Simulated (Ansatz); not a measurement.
## Work function of Rh(100): what the settings cost and change: slab, setting PBE, Ansatz PAW (420 eV)

Ansatz 0.2.0; plane-wave DFT, PBE, Ansatz PAW.

A work function rests on the faint tail of the density, so the SCF threshold is tight. PBE on the default files comes first; the next runs keep the geometry and change functional or files, each at the cutoff that its files recommend; a relaxation and, for heavy metals, spin-orbit coupling close the ladder.

Input file input.yaml:

```yaml
crystal:
  lattice:
    - [2.6870057685, 0.0, 0.0]
    - [0.0, 2.6870057685, 0.0]
    - [0.0, 0.0, 29.4]
  atoms:
    - { symbol: Rh, position: [0.0, 0.0, 0.306122449] }
    - { symbol: Rh, position: [0.5, 0.5, 0.3707482993] }
    - { symbol: Rh, position: [0.0, 0.0, 0.4353741497] }
    - { symbol: Rh, position: [0.5, 0.5, 0.5] }
    - { symbol: Rh, position: [0.0, 0.0, 0.5646258503] }
    - { symbol: Rh, position: [0.5, 0.5, 0.6292517007] }
    - { symbol: Rh, position: [0.0, 0.0, 0.693877551] }
kpoints:
  mp_grid: { grid: [15, 15, 1] }
hamiltonian:
  xc: pbe
scf:
  occupations: { method: fermi_dirac, width: 0.1 }
  convergence: { dr2_threshold: 1.0e-09 }
efield:
  axis: 3
  dipole_correction: true
  ramp_position: 0.97
  ramp_width: 0.06
output:
  write_potential: true
  write_density: true
  volumetric_format: npy
  elf: true
```

The run is started by

```console
> ansatz run input.yaml --threads 4 --pin off --max-ram 6144MiB --backend cpu --events-out ev --progress --plain --runs-dir out
```

Before running it: what should come out for the work function, upper face; and electron's electrostatic potential energy less the Fermi level against z?

In the vacuum the potential turns flat, and its height over the Fermi level, 5.05 eV, is the work function of the face beside that plateau.

ELF in the ca plane at fractional y = 0.000, with atoms of Rh within 0.2 Å of it. It is the smooth field of the valence electrons, not physical close to the nuclei.

Valence density in the ca plane at fractional y = 0.000, with atoms of Rh within 0.2 Å of it.

This step gave:

```
work function, upper face : 5.055 eV
```

Running mean over 1.9 Å of the planar mean; the ramp of the sawtooth is left out. Table of electron's electrostatic potential energy less the Fermi level by z:

| z (Å) | electron's electrostatic potential energy less the Fermi level (eV) |
| --- | --- |
| 3.5 | 5.05 |
| 4.0 | 5.05 |
| 4.5 | 5.05 |
| 5.0 | 5.05 |
| 5.5 | 5.04 |
| 6.0 | 5.00 |
| 6.5 | 4.87 |
| 7.0 | 4.36 |
| 7.5 | 2.23 |
| 8.0 | -3.61 |
| 8.5 | -9.83 |
| 9.0 | -12.4 |
| 9.5 | -12.8 |
| 10.0 | -13.0 |
| 10.5 | -13.1 |
| 11.0 | -13.2 |
| 11.5 | -13.2 |
| 12.0 | -13.2 |
| 12.5 | -13.2 |
| 13.0 | -13.2 |
| 13.5 | -13.2 |
| 14.0 | -13.2 |
| 14.5 | -13.2 |
| 15.0 | -13.2 |
| 15.5 | -13.2 |
| 16.0 | -13.2 |
| 16.5 | -13.2 |
| 17.0 | -13.2 |
| 17.5 | -13.2 |
| 18.0 | -13.2 |
| 18.5 | -13.2 |
| 19.0 | -13.1 |
| 19.5 | -13.0 |
| 20.0 | -12.8 |
| 20.5 | -12.2 |
| 21.0 | -8.82 |
| 21.5 | -2.24 |
| 22.0 | 2.90 |
| 22.5 | 4.53 |
| 23.0 | 4.91 |
| 23.5 | 5.02 |
| 24.0 | 5.04 |
| 24.5 | 5.05 |
| 25.0 | 5.05 |
| 25.5 | 5.05 |
| 26.0 | 5.05 |

Electrostatic potential energy in the ca plane at fractional y = 0.000, with atoms of Rh within 0.2 Å of it. With pseudopotentials it is smooth inside the atoms' cores, unlike the true potential.

Ten even steps from '0' (-78 eV) to '9' (12 eV), each cell a mean:
```
04899998300279999961005899997300279999999999
37999998633589999974347999998633589999999999
78999999877899999998779999999877899999999999
99999999999999999999999999999999999999999999
89999999988999999998889999999988999999999999
58999999755689999986558999999755799999999999
15899998410379999962015899998411389999999999
03899997300169999850004899997200179999999999
```
Columns run along c (16.0 Å, from fractional 0.32 to 0.86 of the cell; values clipped at the 3rd and 97th percentile), rows up along a (2.7 Å). Atoms in or near the plane, at fractional coordinates: Rh at (0.44, 0.00), Rh at (0.56, 0.00), Rh at (0.69, 0.00).

Ten even steps from '0' (0.00) to '9' (0.77), each cell a mean:
```
97322223799842222259996322224799852100000000
74332233477533223236774332233577632100000000
32333333234333333323432333333334322100000000
23333333333333333333333333333323332100000000
22333333233233333332333333333233322100000000
53332333356423333334653332233466422100000000
86322223689742222248985322223799742100000000
97322224899952222269997322224899952100000000
```
Columns run along c (16.0 Å, from fractional 0.32 to 0.86 of the cell), rows up along a (2.7 Å). Atoms in or near the plane, at fractional coordinates: Rh at (0.44, 0.00), Rh at (0.56, 0.00), Rh at (0.69, 0.00).

Ten even steps from '0' (0 e/Å³) to '9' (14 e/Å³), each cell a mean:
```
62000000268410000015862000000377300000000000
21000000123100000002320000000133100000000000
00000000000000000000000000000000000000000000
00000000000000000000000000000000000000000000
00000000000000000000000000000000000000000000
10000000012000000001210000000011000000000000
41000000256300000013641000000255200000000000
83000000389510000016972000000489400000000000
```
Columns run along c (16.0 Å, from fractional 0.32 to 0.86 of the cell), rows up along a (2.7 Å). Atoms in or near the plane, at fractional coordinates: Rh at (0.44, 0.00), Rh at (0.56, 0.00), Rh at (0.69, 0.00).

[Logs are printed without paths, hosts, clocks, repeated set-up lines and the standing remarks that a program may print on its own settings, such as how far it seeks lower states.]

[Hosts, paths, dates, database ids (printed as entryN), source tags and the programs' standing remarks are cut or masked in the printed files.]

[Maps of the electrostatic potential energy from Ansatz leave out the sawtooth potential of an applied field or a dipole correction, so their vacuum need not be flat; planar profiles and work functions include it.]
